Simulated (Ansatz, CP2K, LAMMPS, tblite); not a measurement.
## Aqueous Na+ and BF4-, 5.0 mol of salt per kg of water at 300 K (78 atoms): one structure in several programs

How near do other programs and methods come to a plane-wave reference for aqueous Na+ and BF4-, 5.0 mol of salt per kg of water at 300 K (78 atoms)? A plane-wave run serves as the reference.

Calculated with Ansatz 0.2.0; Kohn-Sham DFT, PBE, PAW, plane waves.

## 1. Set-up

The cell holds 78 atoms: 2 B, 8 F, 22 O, 44 H and 2 Na. Its edges and angles: a = 9.294 Å, b = 9.294 Å, c = 9.294 Å, α = 90.0°, β = 90.0°, γ = 90.0°. 22 H2O, 2 Na+, 2 BF4- placed at random, at 1.27 g/cm³; overlaps pushed apart, then 10 ps at 420 K with stiff harmonic cages for PF6 and BF4 with UFF radii; Joung-Cheatham ions (J. Phys. Chem. B 112, 9020 (2008)); SPC/E water (Berendsen, Grigera and Straatsma, J. Phys. Chem. 91, 6269 (1987)). Snapshot after 20 ps at 300 K and fixed volume.

## 2. Reference: Ansatz, plane waves

The PAW files are the set soft_2.

Input file input.yaml:

```yaml
crystal:
  lattice:
    - [9.29395, 0.0, 0.0]
    - [0.0, 9.29395, 0.0]
    - [0.0, 0.0, 9.29395]
  atoms:
    - { symbol: B, position: [0.83289, 0.8362, 0.63008] }
    - { symbol: F, position: [0.77784, 0.69896, 0.67801] }
    - { symbol: F, position: [0.98397, 0.85651, 0.65143] }
    - { symbol: F, position: [0.77341, 0.96162, 0.69983] }
    [... 68 atom lines left out ...]
    - { symbol: H, position: [0.54905, 0.58917, 0.46883] }
    - { symbol: O, position: [0.5318, 0.85879, 0.7876] }
    - { symbol: H, position: [0.46883, 0.93076, 0.83692] }
    - { symbol: H, position: [0.61626, 0.90906, 0.74382] }
    - { symbol: Na, position: [0.35364, 0.84648, 0.35371] }
    - { symbol: Na, position: [0.62629, 0.62402, 0.87582] }
kpoints:
  mp_grid: { grid: [1, 1, 1] }
hamiltonian:
  xc: pbe
scf:
  occupations: { method: fermi_dirac, width: 0.05 }
output:
  forces: true
  eigenvalues: true
  populations: true
  stress: true
```

On the command line:

```bash
> ansatz run input.yaml --threads 4 --pin off --max-ram 8192MiB --backend cpu --events-out ev --progress --plain --runs-dir out
```

Output:

```text
[...]
Pseudopotentials: kind: paw
Pseudopotential: B, paw, valence charge 3, recommended cutoff 420 eV (normal), B.paw.azcp
Pseudopotential: F, paw, valence charge 7, recommended cutoff 420 eV (normal), F.paw.azcp
Pseudopotential: O, paw, valence charge 6, recommended cutoff 420 eV (normal), O.paw.azcp
Pseudopotential: H, paw, valence charge 1, recommended cutoff 420 eV (normal), H.paw.azcp
Pseudopotential: Na, paw, valence charge 9, recommended cutoff 420 eV (normal), Na.paw.azcp
[... 5 lines on functional and potentials left out ...]
Crystal: 78 atoms, lattice volume = 802.788 Å³
Basis set: ecut = 420 eV, 15659 PW (Γ), exchange–correlation on 128×128×128 points (8 copies of the dense FFT grid, shifted against one another)
Bands: 206, of which v1, the nominal top of the filled ones, is band 128 counted from 1 (127 counted from 0)
Symmetry: 1 space group operations
Space group: P1 (ITA 1), of the structure as read, at distance tolerance 9.3e-5 Å
k-points: 1
[... 11 lines on functional and potentials left out ...]
Initial density: superposition of atomic densities (neutral atoms: chi_scale 0, normalization atom), corrected by the library's trained network
Initial wavefunctions: pseudopotential atomic-orbital guess
[...]
SCF iter   1: F=—  HF=-22952.893961 eV  |F-HF|=—  |Δ(HF+E_count)|=         —  Δρ=3.00e-3  dr2=7.83e-2  ethr=1.77e-3  ⟨swp⟩=6.0  Hψ=934  notcnv=0  defer=19
preconditioner: auto → Resta (q_TF=auto, 2.255 Å⁻¹)  ε∞=2.3  [insulator: Δε(μ)=4.087 eV  Ē_g=17.988 eV  σ=0.050 eV  W_gap=1.00  n_scr=170 (ndim 8)  ℏωp=20.2 eV  f_vac=0.259  D(μ)=0.00/eV (n_scr^D=0)  ε∞_Penn≈2.3]
[...]
SCF iter   8: F=—  HF=-22952.845807 eV  |F-HF|=—  |Δ(HF+E_count)|=   2.54e-7  Δρ=4.04e-6  dr2=1.02e-7  ethr=3.91e-11  ⟨swp⟩=13.0  Hψ=1295  notcnv=0
SCF iter   9: F=-22952.845807 eV  HF=-22952.845807 eV  |F-HF|=3.48e-9  |Δ(HF+E_count)|=   2.45e-9  Δρ=8.94e-7  dr2=5.77e-9  ethr=3.91e-11  ⟨swp⟩=5.0  Hψ=543  notcnv=0
SCF 1 converged in 9 iterations: F = -22952.845807 eV  dr2 = 5.77e-9
[...]
SCF converged after 9 iterations
Free energy (F): -22952.845807 eV
Harris-Foulkes:  -22952.845807 eV  (|F-HF|=3.48e-9)
Internal energy: -22952.845807 eV  (E = F + TS)
E sigma→0 (E₀):  -22952.845807 eV
Fermi energy:    0.689374 eV
--- Per-component energies (eV) ---
[...]
Σ components = -22952.845807   (vs F -22952.845807, Δ=0.00e0)
--- Forces (eV/Å), atoms counted from 1 ---
  atom   1  B     -0.03587349    -0.50031419     0.83098729
  atom   2  F      0.89254068     1.26692645     0.37129361
  atom   3  F     -0.88618400    -0.85287803    -0.90754294
  atom   4  F      0.22419112    -0.79918718    -0.20248532
[...]
atom  78  Na    -0.37572530     0.24792220     0.41403832
  max |Σ_I F_I| component: 1.89e-5 eV/Å
--- Stress (GPa, compression-positive) ---
       -0.196212      -0.453602      -0.092781
       -0.453600      -2.467109       0.826699
       -0.092786       0.826697      -0.781100
  P = ⅓ Tr σ = -1.1481 GPa (-11.481 kbar)
--- Band table (eV) ---
  k-point 0: bands = ["-49.7779", "-49.3941", "-27.1015", "-26.8515", [... 190 levels ...], "11.1082", "11.1859", "11.2272", "11.2468", "11.3067", "11.3733", "11.5102", "11.5530", "11.6772", "11.7486", "11.8214", "11.8640"]
--- Löwdin populations: 78 sites ---
  site symbol       q [e]
     0      B      2.1193
     1      F      7.3458
     2      F      7.3097
[...]
77     Na      8.2163
  spilling = 0.009242 (of n_electrons = 256.000000)
```

Elapsed: 5.1 s, on 4 threads of Arm Neoverse V2, shared host; peak memory 0.85 GiB.

Reading the cycles: dr2 is the Hartree energy of the density residual (eV), the measure of convergence; HF is the Harris–Foulkes estimate of the energy, which meets the free energy F at convergence.

Numbers from this run:

```
free energy                                      : -22952.8458 eV
free energy per atom                             : -294.2673 eV/atom
SCF cycles                                       : 9
pressure                                         : -1.148 GPa
r.m.s. force component                           : 0.6674 eV/Å
longest force                                    : 2.937 eV/Å
Fermi energy                                     : 0.6894 eV
gap (highest filled to lowest empty level) : 3.896 eV
spilling of the projection                       : 0.009242
```

Neighbours are counted within 1.21 Å (H-O), 2.93 Å (O-Na), 1.72 Å (F-B), 2.83 Å (F-Na).

Length of the force by element and coordination:

| element | coordination | atoms | mean length of the force (eV/Å) | spread | least | most |
| --- | --- | --- | --- | --- | --- | --- |
| B | all | 2 | 1.95 | 0.983 | 0.971 | 2.94 |
| F | all | 8 | 1.13 | 0.417 | 0.520 | 1.70 |
| F | 1 | 7 | 1.07 | 0.405 | 0.520 | 1.70 |
| F | 2 | 1 | 1.59 | 0 | 1.59 | 1.59 |
| H | all | 44 | 1.22 | 0.316 | 0.611 | 1.98 |
| Na | all | 2 | 0.444 | 0.167 | 0.277 | 0.612 |
| Na | 5 | 1 | 0.277 | 0 | 0.277 | 0.277 |
| Na | 6 | 1 | 0.612 | 0 | 0.612 | 0.612 |
| O | all | 22 | 0.728 | 0.247 | 0.138 | 1.34 |
| O | 2 | 12 | 0.834 | 0.236 | 0.333 | 1.34 |
| O | 3 | 10 | 0.601 | 0.194 | 0.138 | 0.815 |

Löwdin charges by element and coordination (they lack the spilled electrons, 0.030 e an atom on average):

| element | coordination | atoms | mean charge (e) | spread | least | most |
| --- | --- | --- | --- | --- | --- | --- |
| B | all | 2 | 0.866 | 0.0148 | 0.851 | 0.881 |
| F | all | 8 | -0.329 | 0.0253 | -0.388 | -0.310 |
| F | 1 | 7 | -0.327 | 0.0262 | -0.388 | -0.310 |
| F | 2 | 1 | -0.346 | 0 | -0.346 | -0.346 |
| H | all | 44 | 0.389 | 0.0108 | 0.359 | 0.411 |
| Na | all | 2 | 0.789 | 0.0057 | 0.784 | 0.795 |
| Na | 5 | 1 | 0.795 | 0 | 0.795 | 0.795 |
| Na | 6 | 1 | 0.784 | 0 | 0.784 | 0.784 |
| O | all | 22 | -0.701 | 0.0304 | -0.747 | -0.648 |
| O | 2 | 12 | -0.683 | 0.0268 | -0.747 | -0.648 |
| O | 3 | 10 | -0.722 | 0.0187 | -0.747 | -0.691 |

The levels nearest the highest filled one (over half full), pooled over k-points and spins:

| level less the highest filled one (eV) | occupation |
| --- | --- |
| -0.634 | 2 |
| -0.579 | 2 |
| -0.407 | 2 |
| -0.229 | 2 |
| -0.157 | 2 |
| 0 | 2 |
| 3.90 | 0 |
| 5.71 | 0 |
| 5.91 | 0 |
| 6.03 | 0 |
| 6.08 | 0 |
| 6.24 | 0 |

## 3. Local order

Density 1.27 g/cm³, 10.29 Å³ an atom.

Pair distribution functions g(r), in bins of 0.2 Å:

| r (Å) | total | H-H | H-O | H-F | H-B | H-Na | O-O |
| --- | --- | --- | --- | --- | --- | --- | --- |
| 0.90 | 2.32 | 0.00 | 7.30 | 0.00 | 0.00 | 0.00 | 0.00 |
| 1.10 | 2.30 | 0.00 | 7.20 | 0.00 | 0.00 | 0.00 | 0.00 |
| 1.30 | 0.12 | 0.00 | 0.00 | 0.00 | 0.00 | 0.00 | 0.00 |
| 1.50 | 0.44 | 0.00 | 0.00 | 1.12 | 0.00 | 0.00 | 0.00 |
| 1.70 | 1.23 | 2.75 | 0.68 | 1.22 | 0.00 | 0.00 | 0.00 |
| 1.90 | 0.49 | 0.17 | 0.82 | 1.52 | 0.00 | 0.00 | 0.00 |
| 2.10 | 0.57 | 1.05 | 0.53 | 0.42 | 0.00 | 0.00 | 0.00 |
| 2.30 | 0.67 | 0.73 | 0.32 | 0.17 | 0.65 | 0.00 | 0.00 |
| 2.50 | 0.74 | 1.20 | 0.16 | 0.59 | 1.75 | 0.55 | 0.00 |
| 2.70 | 0.78 | 0.92 | 0.31 | 0.75 | 0.99 | 0.00 | 1.98 |
| 2.90 | 1.04 | 0.75 | 1.07 | 0.87 | 2.58 | 3.89 | 1.38 |
| 3.10 | 1.21 | 0.94 | 1.09 | 1.79 | 1.91 | 3.02 | 1.93 |
| 3.30 | 1.14 | 1.07 | 1.44 | 1.42 | 0.00 | 1.39 | 0.84 |
| 3.50 | 1.26 | 1.11 | 1.58 | 1.25 | 0.60 | 0.28 | 1.29 |
| 3.70 | 1.16 | 0.97 | 1.35 | 1.30 | 1.58 | 0.27 | 0.78 |
| 3.90 | 1.08 | 1.00 | 1.08 | 1.32 | 1.20 | 0.73 | 1.48 |
| 4.10 | 1.05 | 1.34 | 0.90 | 0.81 | 1.30 | 0.42 | 1.26 |
| 4.30 | 0.96 | 0.96 | 0.91 | 1.27 | 0.98 | 0.79 | 0.86 |
| 4.50 | 1.03 | 1.08 | 0.96 | 0.80 | 1.43 | 1.26 | 1.04 |

Bonds by pair of elements; cutoffs follow the first minimum of g(r), held within bounds set by covalent radii, and pairs that aren't listed don't count as bonded:

| pair A-B | cutoff (Å) | bonds | mean length (Å) | spread (Å) | shortest (Å) | B about A | A about B |
| --- | --- | --- | --- | --- | --- | --- | --- |
| H-O | 1.21 | 44 | 1 | 0 | 1 | 1 | 2 |
| O-Na | 2.93 | 10 | 2.39 | 0.066 | 2.29 | 0.455 | 5 |
| F-B | 1.72 | 8 | 1.42 | 0.033 | 1.35 | 1 | 4 |
| F-Na | 2.83 | 1 | 2.42 | 0 | 2.42 | 0.125 | 0.5 |

How many atoms have how many bonded neighbours:

| element | mean | 1 | 2 | 3 | 4 | 5 | 6 |
| --- | --- | --- | --- | --- | --- | --- | --- |
| B | 4 | 0 | 0 | 0 | 2 | 0 | 0 |
| F | 1.12 | 7 | 1 | 0 | 0 | 0 | 0 |
| H | 1 | 44 | 0 | 0 | 0 | 0 | 0 |
| Na | 5.5 | 0 | 0 | 0 | 0 | 1 | 1 |
| O | 2.46 | 0 | 12 | 10 | 0 | 0 | 0 |

Hydrogen bonds between water molecules (O–O under 3.5 Å, H–O···O angle under 30°):

| hydrogen bonds to other water | molecules |
| --- | --- |
| 0 | 0 |
| 1 | 4 |
| 2 | 8 |
| 3 | 8 |
| 4 | 2 |

First shells of the ions:

| ion | count | shell | mean number |
| --- | --- | --- | --- |
| Na | 2 | water O within 3.1 A | 5 |

## 4. The other programs

The programs:
- CP2K 2026.2: Gaussian basis with GTH pseudopotentials and a plane-wave density; labels give functional, basis (MOLOPT sets; SR short-range, UZH the newer set with its own potentials), grid cutoff/relative cutoff and solver (OT: orbital transformation; TRS4, TC2, SIGN: linear-scaling purification with its sparsity filter), or its built-in tight binding.
- tblite 0.8.0: extended tight binding, driven from Python.

All use the same cell and atoms; the electronic-structure runs use the same k-mesh, and an electronic temperature of 580 K (0.05 eV) where levels are smeared.

Differences are against the plane-wave reference, forces as r.m.s. over components; share is that over the reference's r.m.s. force, slope the least-squares factor from reference forces to these. Total energies of different programs have different zeros and aren't compared.

| run | Δ force, r.m.s. (meV/Å) | share (%) | slope | Δ pressure (GPa) | Δ gap (eV) | cores | CPU time | memory (GiB) |
| --- | --- | --- | --- | --- | --- | --- | --- | --- |
| reference | - | - | - | - | - | 4 | 19 s | 0.85 |
| CP2K GFN1-xTB, OT DIIS | 321 | 48.1 | 1.153 | -5.42 | - | 1 | 2.8 s | 0.32 |
| CP2K PBE, DZVP-UZH, 1200/60 Ry, OT DIIS | 124 | 18.6 | 0.891 | 0.970 | -0.0045 | 2 | 9.8 min | 2.9 |
| CP2K PBE, DZVP-UZH, 1200/60 Ry, diagonalisation | 124 | 18.6 | 0.891 | 0.970 | -0.0044 | 2 | 5.6 min | 5.5 |
| CP2K PBE, SZV-MOLOPT-SR, 1200/60 Ry, OT DIIS (coarse) | 1740 | 261 | -0.714 | 10.7 | 1.28 | 2 | 5.9 min | 2.9 |
| CP2K PBE, SZV-MOLOPT-SR, 1200/60 Ry, SIGN filter 1e-03, SCF 1e-04 (coarse) | 1731 | 259 | -0.700 | 10.8 | - | 1 | 51 s | 2.7 |
| CP2K PBE, SZV-MOLOPT-SR, 1200/60 Ry, SIGN filter 1e-04, SCF 1e-05 (coarse) | 1737 | 260 | -0.710 | 10.8 | - | 1 | 63 s | 2.7 |
| CP2K PBE, SZV-MOLOPT-SR, 1200/60 Ry, SIGN filter 1e-05, SCF 1e-06 (coarse) | 1739 | 261 | -0.712 | 10.8 | - | 1 | 74 s | 2.7 |
| tblite GFN1-xTB | 264 | 39.6 | 1.089 | -3.02 | - | 1 | 2.2 s | 0.1 |

Rows marked coarse were listed beforehand as settings not expected to be converged; some can still land near the reference.

CPU time is summed over cores on a shared host, where runs went side by side, so it is rough. Symmetry, cutoffs, thresholds, outputs and thread counts weren't matched or tuned between programs; memory under MPI is the largest rank's times the ranks.

Mean charges by element (e), by run and scheme:

| run | scheme | B | F | O | H | Na |
| --- | --- | --- | --- | --- | --- | --- |
| reference | Löwdin | +0.87 | -0.33 | -0.70 | +0.39 | +0.79 |
| CP2K GFN1-xTB, OT DIIS | Mulliken | +0.85 | -0.41 | -0.72 | +0.36 | +0.84 |
| CP2K PBE, DZVP-UZH, 1200/60 Ry, OT DIIS | Mulliken | +0.53 | -0.34 | -0.61 | +0.30 | +0.92 |
| CP2K PBE, DZVP-UZH, 1200/60 Ry, OT DIIS | Hirshfeld | +0.28 | -0.10 | -0.25 | +0.12 | +0.30 |
| CP2K PBE, DZVP-UZH, 1200/60 Ry, diagonalisation | Mulliken | +0.53 | -0.34 | -0.61 | +0.30 | +0.92 |
| CP2K PBE, DZVP-UZH, 1200/60 Ry, diagonalisation | Hirshfeld | +0.28 | -0.10 | -0.25 | +0.12 | +0.30 |
| tblite GFN1-xTB | Mulliken | +0.73 | -0.36 | -0.67 | +0.35 | +0.43 |

The reference's Löwdin charges lack the electrons that the projection spills, 0.030 e an atom on average.

Within one program, basis, potentials and functional, energies share a zero. Each run against its twin at the usual cutoff or grid and solver:

| run | twin | Δ energy (meV/atom) | Δ force, r.m.s. (meV/Å) | CPU time over the twin's |
| --- | --- | --- | --- | --- |
| CP2K PBE, DZVP-UZH, 1200/60 Ry, diagonalisation | DZVP-UZH, 1200/60 Ry, OT DIIS | 0 | 0.032 | 0.56 |
| CP2K PBE, SZV-MOLOPT-SR, 1200/60 Ry, SIGN filter 1e-03, SCF 1e-04 | SZV-MOLOPT-SR, 1200/60 Ry, OT DIIS | 2.87 | 29.9 | 0.15 (this twin ran on 2 cores) |
| CP2K PBE, SZV-MOLOPT-SR, 1200/60 Ry, SIGN filter 1e-04, SCF 1e-05 | SZV-MOLOPT-SR, 1200/60 Ry, OT DIIS | -0.385 | 6.45 | 0.18 (this twin ran on 2 cores) |
| CP2K PBE, SZV-MOLOPT-SR, 1200/60 Ry, SIGN filter 1e-05, SCF 1e-06 | SZV-MOLOPT-SR, 1200/60 Ry, OT DIIS | 0.0034 | 2.6 | 0.21 (this twin ran on 2 cores) |

## 5. Summary of results

```yaml
reference_r_m_s_force_component: 0.667 eV/Å
nearest_in_forces: a tie at 19 % of 2 runs: CP2K PBE, DZVP-UZH, 1200/60 Ry, OT DIIS; CP2K PBE, DZVP-UZH, 1200/60 Ry, diagonalisation
farthest_in_forces: a tie at 261 % of 2 runs: CP2K PBE, SZV-MOLOPT-SR, 1200/60 Ry, OT DIIS (coarse); CP2K PBE, SZV-MOLOPT-SR, 1200/60 Ry, SIGN filter 1e-05, SCF 1e-06 (coarse)
cheapest_electronic_structure_run_beside_the_reference: tblite GFN1-xTB, 2.2 s of CPU time
```

What this shows: The PBE runs in local orbitals, coarse settings apart, differ by 19 % in each run; basis, grid and potentials can all enter. Tight binding differs by 40 % (tblite GFN1-xTB) to 48 % (CP2K GFN1-xTB, OT DIIS); it is another model, with fitted parameters of its own, and the xTB methods hold dispersion. Runs with settings chosen to be coarse differ by 259 % (CP2K PBE, SZV-MOLOPT-SR, 1200/60 Ry, SIGN filter 1e-03, SCF 1e-04) to 261 % (CP2K PBE, SZV-MOLOPT-SR, 1200/60 Ry, OT DIIS), their programs' other errors included. Of the electronic-structure runs that take under half the reference's CPU time, tblite GFN1-xTB comes nearest, at 40 % in 2.2 s against 19 s; its pressure misses by -3.0 GPa. CP2K PBE, DZVP-UZH, 1200/60 Ry, OT DIIS softens the forces by a factor of 0.89 while following their directions (correlation 0.986). At the same functional, gaps differ from the reference's 3.90 eV by between -0.00 and +1.28 eV. A likely cause of the wide gaps: compact atomic orbitals describe empty levels worse than filled ones. In pressure, CP2K PBE, SZV-MOLOPT-SR, 1200/60 Ry, SIGN filter 1e-03, SCF 1e-04 misses by +10.8 GPa, at the same functional. Charges hang on model, scheme and program or settings: among these rows the mean for Na runs from +0.30 to +0.92 e. With SIGN, tightening the sparsity filter from 1e-03 to 1e-05, and the SCF threshold with it, takes the force difference from the cubic solver from 30 to 2.6 meV/Å, and the CPU time from 0.15 to 0.21 times the cubic solver's. In the reference: filled and empty levels are parted by 3.90 eV (at Γ alone); a semilocal functional tends to put such gaps too low. In a disordered cell it changes from sample to sample and from frame to frame. In the reference: mean Löwdin charges: B +0.87, F -0.33, H +0.39, Na +0.79, O -0.70 e (they miss 0.92 % of the electrons, so they add up to more than the cell's charge). Periodic xTB results under one method name differ between programs and library versions. The network of contacts between molecules at the start is that of the classical potential that made the cell, and needn't be the one that DFT or experiment would give. The concentration wasn't checked against solubility and may exceed it. The reference's PBE has no dispersion term, which matters for the binding between molecules or layers. The density was typed from a rule of thumb and may lie off the real one at this temperature. The electronic-structure runs sample only Γ, in a cell whose shortest periodic width is 9 Å.

[Also dropped from logs without a mark: logging warnings of Python, and SIESTA's first energy breakdown and zero terms.]

[Logs are printed without paths, hosts, clocks, repeated set-up lines and the standing remarks that a program may print on its own settings, such as how far it seeks lower states.]

[Hosts, paths, dates, database ids (printed as entryN), source tags and the programs' standing remarks are cut or masked in the printed files.]
